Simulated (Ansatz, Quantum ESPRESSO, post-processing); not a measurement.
# Mg chain with one bond drawn out by 1.5 Å: ballistic transmission, part 4 of 4

Aim: the zero-bias transmission with pwcond for this junction: Mg chain with one bond drawn out by 1.5 Å.

Quantum ESPRESSO 7.5; plane-wave DFT, PBE, GBRV ultrasoft pseudopotentials; cross-check by Ansatz 0.2.0 with PAW datasets.

So far. Step 2 (Ground state): The run needed 18 iterations to bring the estimated error under 1e-07 Ry; the largest force on any atom, held or free, is 0.70 eV/Å. Step 3 (Transmission with pwcond.x): At no point does T exceed the number of channels.

**5. The same in Ansatz**

As a check, the same structure is run in Ansatz.

Level of this step: plane-wave DFT, PBE, Ansatz PAW (Ansatz 0.2.0).

File input.yaml:

```yaml
crystal:
  lattice:
    - [7.5, 0.0, 0.0]
    - [0.0, 7.5, 0.0]
    - [0.0, 0.0, 31.5]
  atoms:
    - { symbol: Mg, position: [0.5, 0.5, 0.0] }
    - { symbol: Mg, position: [0.5, 0.5, 0.0952380952] }
    - { symbol: Mg, position: [0.5, 0.5, 0.1904761905] }
    - { symbol: Mg, position: [0.5, 0.5, 0.2857142857] }
    - { symbol: Mg, position: [0.5, 0.5, 0.380952381] }
    - { symbol: Mg, position: [0.5, 0.5, 0.5238095238] }
    - { symbol: Mg, position: [0.5, 0.5, 0.619047619] }
    - { symbol: Mg, position: [0.5, 0.5, 0.7142857143] }
    - { symbol: Mg, position: [0.5, 0.5, 0.8095238095] }
    - { symbol: Mg, position: [0.5, 0.5, 0.9047619048] }
kpoints:
  mp_grid: { grid: [1, 1, 4] }
hamiltonian:
  xc: pbe
scf:
  occupations: { method: fermi_dirac, width: 0.1 }
  convergence: { dr2_threshold: 1.0e-08 }
output:
  transmission:
    leads: [[0, 1]]
    e_range: [-2.0, 2.0]
    de: 0.05
    kmesh: [1, 1]
    reduced_basis: true
  write_potential: true
  write_density: true
  volumetric_format: npy
  elf: true
```

Run with:

```sh
$ ansatz run input.yaml --threads 4 --pin off --max-ram 8192MiB --backend cpu --events-out ev --progress --plain --runs-dir out
```

Numbers of over 12 decimals in the logs are rounded to 6 here.

What it wrote:

```text
Engine: ansatz 0.2.0, aarch64-unknown-linux-gnu
Pseudopotentials: kind: paw
Pseudopotential: Mg, paw, valence charge 10, recommended cutoff 420 eV (normal), Mg.paw.azcp
Functional definition: PBE
  parameter kappa = 0.804
  parameter beta = 0.066725
  exchange = pbe_x(kappa = kappa, mu = beta*pi^2/3)
  correlation = pbe_c(beta = beta)
Crystal: 10 atoms, lattice volume = 1771.875 Å³
Basis set: ecut = 420 eV, 34633 PW (Γ)
Bands: 60, of which v1, the nominal top of the filled ones, is band 50 counted from 1 (49 counted from 0)
Symmetry: 16 space group operations
Space group: P4/mmm (ITA 123), of the structure as read, at distance tolerance 1.2e-4 Å
k-points: 3 of 4
Non-local potential: Mg, projectors of the file, l = 0: 3, l = 1: 2, l = 2: 1
PAW form: soft (Blöchl's): semilocal exchange-correlation on the pseudo side does not see the compensation charge
PAW one-centre angular grid: Mg, 110 points (default); XC on 64 Gauss nodes
Initial density: superposition of atomic densities (neutral atoms: chi_scale 0, normalization atom), corrected by the library's trained network
Initial wavefunctions: pseudopotential atomic-orbital guess
Functional: x = pbe(κ = 0.804, μ = 0.219515), c = pbe(β = 0.066725)
SCF iter   1: F=—  HF=-19225.619687 eV  |F-HF|=—  |Δ(HF+E_count)|=         —  Δρ=1.92e-3  dr2=5.71e-1  ethr=1.77e-3  ⟨swp⟩=20.7  Hψ=998  notcnv=0
preconditioner: auto → LDOS  [insulator: Δε(μ)=0.255 eV  Ē_g=3.035 eV  σ=0.100 eV  W_gap=0.52  n_scr=140 (ndim 8)  ℏωp=3.9 eV  f_vac=0.606  D(μ)=4.28/eV (n_scr^D=6)  ε∞_Penn≈2.7  β→1.0]
SCF iter   2: F=—  HF=-19225.571548 eV  |F-HF|=—  |Δ(HF+E_count)|=   4.81e-2  Δρ=5.17e-4  dr2=2.39e-2  ethr=5.71e-4  ⟨swp⟩=4.0  Hψ=247  notcnv=0
SCF iter   3: F=—  HF=-19225.577207 eV  |F-HF|=—  |Δ(HF+E_count)|=   5.66e-3  Δρ=1.28e-4  dr2=4.63e-4  ethr=2.39e-5  ⟨swp⟩=4.0  Hψ=266  notcnv=0
SCF iter   4: F=—  HF=-19225.577482 eV  |F-HF|=—  |Δ(HF+E_count)|=   2.75e-4  Δρ=6.50e-5  dr2=5.18e-5  ethr=4.63e-7  ⟨swp⟩=3.7  Hψ=377  notcnv=0
SCF iter   5: F=—  HF=-19225.577475 eV  |F-HF|=—  |Δ(HF+E_count)|=   6.43e-6  Δρ=1.54e-5  dr2=3.42e-6  ethr=5.18e-8  ⟨swp⟩=3.3  Hψ=371  notcnv=0
SCF iter   6: F=—  HF=-19225.577368 eV  |F-HF|=—  |Δ(HF+E_count)|=   1.07e-4  Δρ=1.77e-6  dr2=1.20e-7  ethr=3.42e-9  ⟨swp⟩=4.3  Hψ=382  notcnv=0
SCF iter   7: F=-19225.577369 eV  HF=-19225.577369 eV  |F-HF|=3.58e-9  |Δ(HF+E_count)|=   2.17e-7  Δρ=4.43e-7  dr2=4.75e-9  ethr=1.00e-11  ⟨swp⟩=15.3  Hψ=523  notcnv=0
SCF 1 converged in 7 iterations: F = -19225.577369 eV  dr2 = 4.75e-9
  greatest PAW one-centre occupation: 1.000 electrons in one spin orbital (limit 2), on the Mg atom at site 6 (counted from 0), in its partial waves of l = 0
transmission: 40 of 240 steps passed
transmission: 80 of 240 steps passed
[...]
transmission: 240 of 240 steps passed
WARN: The output density's exchange-correlation potential varies sharply where the density is thin. Do not read a vacuum level from v_tot or v_xc, or from such a field of the output density. On a cell that repeats whose density bears no net charge and no dipole along the vacuum's axis use v_es (v_loc + v_h of the components); under efield.dipole_correction with no amplitude use v_es + v_field, which holds any externa [...]
SCF converged after 7 iterations
Free energy (F): -19225.577369 eV
Harris-Foulkes:  -19225.577369 eV  (|F-HF|=3.58e-9)
Internal energy: -19225.344553 eV  (E = F + TS)
E sigma→0 (E₀):  -19225.460961 eV
Entropy (-TS):   -0.232815 eV (-23.282 meV/atom)
Fermi energy:    -1.238393 eV
--- Per-component energies (eV) ---
  E_band       = -4354.612583
  E_kinetic    = 729.490267
  E_local      = -25227.231052  (includes V_loc(G=0)·N_el)
  E_nonlocal   = 968.465045
  E_hartree    = 9907.113583
  E_xc         = -264.071061
  E_vxc        = -339.446265  (∫ρ·V_xc dr)
  E_paw        = -2933.556948  (= ΣΔE_a)
  E_vpaw       = -300.119863  (= ΣTr[D̂ρ^β])
  E_aug_tail   = -0.000028  (compensation charges beyond the density's cutoff)
  E_ewald      = -2405.554358
  E_smearing   = -0.232815  (= −TS)
  E_closure    = 0.000000  (closes the sum)
  Σ components = -19225.577369   (vs F -19225.577369, Δ=0.00e0)
--- Band table (eV) ---
  k-point 0: bands = [... 46 lower, -3.3251, -2.6175, -2.2322, -1.2482, -0.9852, -0.9585, -0.9585, -0.8462, ... 6 higher]
  k-point 1: bands = [... 46 lower, -3.2588, -2.7170, -2.1102, -1.4395, -0.9573, -0.9573, -0.8511, -0.8511, ... 6 higher]
  k-point 2: bands = [... 46 lower, -3.1873, -2.8086, -1.9763, -1.6008, -0.9560, -0.9560, -0.8558, -0.8558, ... 6 higher]
--- Transmission ---
  basis      : 497 plane waves across, 40 finite elements along
  points     : 1, standing for a mesh of 1 x 1
  energies   : 81 from -2.000000 to 2.000000 eV about the Fermi level, 0.050000 eV apart; the leads are filled to 0.000000 eV, and channels, transmission and decay are at 0.000000 eV
  crystal 0  : Mg1, at the sites [0, 1], period 3.0000 Å, over 30.00 Å; its Hamiltonian steps by up to 10.2 meV
    offset         : up to 0.0000 Å between an atom of the period and one for which it stands
    channels       : 0.000000e0 a spin
    conductance    : none, the energies end too early or step too widely for 300 K: set another output.transmission.e_range or a lower de, or, where they end at an eighth of basis.ecutwfc, a higher one
    slowest decay  : 0.0393 /Å at (0.0000, 0.0000)
  junction   : crystal 0 to crystal 0, -1.50 to 27.00 Å
    transmission   : 0.000000e0 a spin
    error estimate : 0.000000e0 a spin from the reduction of the transverse basis, at the most 1.495176e-4 at 2.000000 eV
    conductance    : none, the energies end too early or step too widely for 300 K: set another output.transmission.e_range or a lower de, or, where they end at an eighth of basis.ecutwfc, a higher one
```

Run time: 27 s. Hardware: 4 threads of Arm Neoverse V2, shared host; peak memory 1.8 GiB.

Read from the output:

| Item | Value |
| --- | --- |
| free energy | -19225.5774 eV |
| energy at zero smearing | -19225.4610 eV |
| smearing term TS | 0.2328 eV |
| Fermi energy | -1.238 eV |
| symmetry operations | 16 |
| step of the lead's Hamiltonian over a period | 10.2 meV |

Per spin. Transmission against energy, zero at the Fermi level:

| energy (eV) | transmission |
| --- | --- |
| -2.00 | 0.172 |
| -1.90 | 0.187 |
| -1.80 | 0.201 |
| -1.70 | 0.215 |
| -1.55 | 0.237 |
| -1.45 | 0.252 |
| -1.35 | 0.268 |
| -1.25 | 0.283 |
| -1.15 | 0.299 |
| -1.05 | 0.316 |
| -0.90 | 0.342 |
| -0.80 | 0.359 |
| -0.70 | 0.378 |
| -0.60 | 0.395 |
| -0.50 | 0.411 |
| -0.40 | 0.421 |
| -0.25 | 0.390 |
| -0.15 | 0.115 |
| -0.05 | 0 |
| 0.00 | 0 |
| 0.05 | 0 |
| 0.15 | 0 |
| 0.25 | 0 |
| 0.40 | 0.0204 |
| 0.50 | 0.0340 |
| 0.60 | 0.0547 |
| 0.70 | 0.254 |
| 0.80 | 0.405 |
| 0.90 | 0.521 |
| 1.05 | 0.666 |
| 1.15 | 0.755 |
| 1.25 | 0.842 |
| 1.35 | 0.925 |
| 1.45 | 1.01 |
| 1.55 | 1.09 |
| 1.70 | 1.22 |
| 1.80 | 1.30 |
| 1.90 | 1.40 |
| 2.00 | 1.50 |

Per spin. Table of open channels by energy, zero at the Fermi level:

| energy (eV) | open channels |
| --- | --- |
| -2.00 | 1 |
| -1.90 | 1 |
| -1.80 | 1 |
| -1.70 | 1 |
| -1.55 | 1 |
| -1.45 | 1 |
| -1.35 | 1 |
| -1.25 | 1 |
| -1.15 | 1 |
| -1.05 | 1 |
| -0.90 | 1 |
| -0.80 | 1 |
| -0.70 | 1 |
| -0.60 | 1 |
| -0.50 | 1 |
| -0.40 | 1 |
| -0.25 | 1 |
| -0.15 | 1 |
| -0.05 | 0 |
| 0.00 | 0 |
| 0.05 | 0 |
| 0.15 | 0 |
| 0.25 | 0 |
| 0.40 | 2 |
| 0.50 | 2 |
| 0.60 | 2 |
| 0.70 | 3 |
| 0.80 | 3 |
| 0.90 | 3 |
| 1.05 | 3 |
| 1.15 | 3 |
| 1.25 | 3 |
| 1.35 | 3 |
| 1.45 | 3 |
| 1.55 | 3 |
| 1.70 | 4 |
| 1.80 | 4 |
| 1.90 | 4 |
| 2.00 | 4 |

Electrostatic potential energy in the ca plane at fractional y = 0.500, with atoms of Mg within 0.2 Å of it. With pseudopotentials it is smooth inside the atoms' cores, unlike the true potential.

Ten even steps from '0' (-60 eV) to '9' (1 eV), each cell a mean:
```
99999999999999999999999999999999999999999999
99999999999999999999999999999999999999999999
99999999999999999999999999999999999999999999
99999999999999999999999999999999999999999999
99999999999999999999999999999999999999999999
99999999999999999999999999999999999999999999
99989999999899999998999999989999999989999999
98777899987778999887789999877899998778999987
87314799974137999851268998522689986215899872
85000689861006899710048997200389983002799850
86102799872016899720058998300489984003899850
98656899986568999875579998755789987557899985
99888999998889999988899999888899998888999998
99999999999999999999999999999999999999999999
99999999999999999999999999999999999999999999
99999999999999999999999999999999999999999999
99999999999999999999999999999999999999999999
99999999999999999999999999999999999999999999
99999999999999999999999999999999999999999999
99999999999999999999999999999999999999999999
```
Columns run along c (16.0 Å, from fractional 0.49 to 1.00 of the cell; values clipped at the 3rd and 97th percentile), rows up along a (7.5 Å). Atoms in or near the plane, at fractional coordinates: Mg at (0.00, 0.50), Mg at (0.52, 0.50), Mg at (0.62, 0.50), Mg at (0.71, 0.50), Mg at (0.81, 0.50), Mg at (0.90, 0.50).

ELF in the ca plane at fractional y = 0.500, with atoms of Mg within 0.2 Å of it. It is the smooth field of the valence electrons, not physical close to the nuclei.

Ten even steps from '0' (0.01) to '9' (0.95), each cell a mean:
```
11000000000000000000000000000000000000000000
11100000000000000000000000000000000000000000
33221000000111100000011110000011110000111100
55543211122222222222222222212223222112233222
78765443444445554444445554434455554334555543
99877766666567777655567877555678876546788765
97434788863236899742358997422589985224899852
72111389831112899401127995111169961111599721
31343179613431698124314992243239931342299413
22323159513232497142323981323329923323189323
22433169513341597133423981333229922433189324
51221189721211798212216993122149941221399612
84112589851115899621148997211379973112799841
98766777775457888754468887544688886445888864
88876555555556666554556666544566665445667654
66654322233333333332333433322334433223344332
44321100111111111111111111111111111111111111
22110000000000000000000000000000000000000000
11000000000000000000000000000000000000000000
10000000000000000000000000000000000000000000
```
Columns run along c (16.0 Å, from fractional 0.49 to 1.00 of the cell), rows up along a (7.5 Å). Atoms in or near the plane, at fractional coordinates: Mg at (0.00, 0.50), Mg at (0.52, 0.50), Mg at (0.62, 0.50), Mg at (0.71, 0.50), Mg at (0.81, 0.50), Mg at (0.90, 0.50).

**6. All levels side by side**

All levels:

| step | T at the Fermi level (per spin) | conductance (G0) | r.m.s. T(E) from the first | CPU time of the step (s) | peak memory (GiB) |
| --- | --- | --- | --- | --- | --- |
| Ansatz | 0 | - | 0 | 93.51 | 1.777 |
| pwcond | 0 | 0 | 0.1007 | 614.7 | 0.43 |
| pwcond, changed setting | 0 | 0 | 0.09634 | 128 | 0.42 |

Per spin. The transmission by energy, zero at the Fermi level:

| energy (eV) | Ansatz | pwcond | pwcond, changed setting |
| --- | --- | --- | --- |
| -2.00 | 0.172 | 0.169 | 0.168 |
| -1.90 | 0.187 | 0.183 | 0.182 |
| -1.70 | 0.215 | 0.210 | 0.209 |
| -1.60 | 0.230 | 0.223 | 0.223 |
| -1.40 | 0.260 | 0.250 | 0.249 |
| -1.30 | 0.275 | 0.264 | 0.263 |
| -1.20 | 0.291 | 0.277 | 0.277 |
| -1.00 | 0.324 | 0.304 | 0.303 |
| -0.90 | 0.342 | 0.315 | 0.315 |
| -0.80 | 0.359 | 0.325 | 0.325 |
| -0.60 | 0.395 | 0.328 | 0.330 |
| -0.50 | 0.411 | 0.312 | 0.316 |
| -0.40 | 0.421 | 0.259 | 0.269 |
| -0.30 | 0.413 | 0.0656 | 0.103 |
| -0.20 | 0.327 | 0 | 0 |
| -0.10 | 0 | 0 | 0 |
| 0.00 | 0 | 0 | 0 |
| 0.10 | 0 | 4.5e-5 | 0 |
| 0.20 | 0 | 0.00339 | 0.00321 |
| 0.30 | 0.0111 | 0.00842 | 0.00817 |
| 0.50 | 0.0340 | 0.140 | 0.0950 |
| 0.60 | 0.0547 | 0.323 | 0.302 |
| 0.80 | 0.405 | 0.517 | 0.509 |
| 0.90 | 0.521 | 0.597 | 0.590 |
| 1.00 | 0.620 | 0.679 | 0.673 |
| 1.20 | 0.799 | 0.820 | 0.815 |
| 1.30 | 0.884 | 0.902 | 0.898 |
| 1.40 | 0.967 | 0.980 | 0.977 |
| 1.60 | 1.13 | 1.14 | 1.14 |
| 1.70 | 1.22 | 1.22 | 1.22 |
| 1.90 | 1.40 | 1.41 | 1.41 |
| 2.00 | 1.50 | 1.52 | 1.52 |

**7. Summary of results**

| Property | Result |
| --- | --- |
| conductance by pwcond, in doubt | 0 G₀ |
| conductance by Ansatz | 0 G₀ |

What this shows: pwcond (PBE, GBRV ultrasoft) gives 0 G₀ and Ansatz (PAW) 0 G₀ a cell at the Fermi level; both codes find a gap in the lead at the Fermi level, so the value says nothing about the junction. No independent third code was run. In the second code the Fermi level lies in a gap of the lead, so a small shift of that gap decides the value. The geometry is as built, not relaxed, and the leads are short.

[Logs are printed without paths, hosts, clocks, repeated set-up lines and the standing remarks that a program may print on its own settings, such as how far it seeks lower states.]

[Hosts, paths, dates, database ids (printed as entryN), source tags and the programs' standing remarks are cut or masked in the printed files.]

[Maps of the electrostatic potential energy from Ansatz leave out the sawtooth potential of an applied field or a dipole correction, so their vacuum need not be flat; planar profiles and work functions include it.]
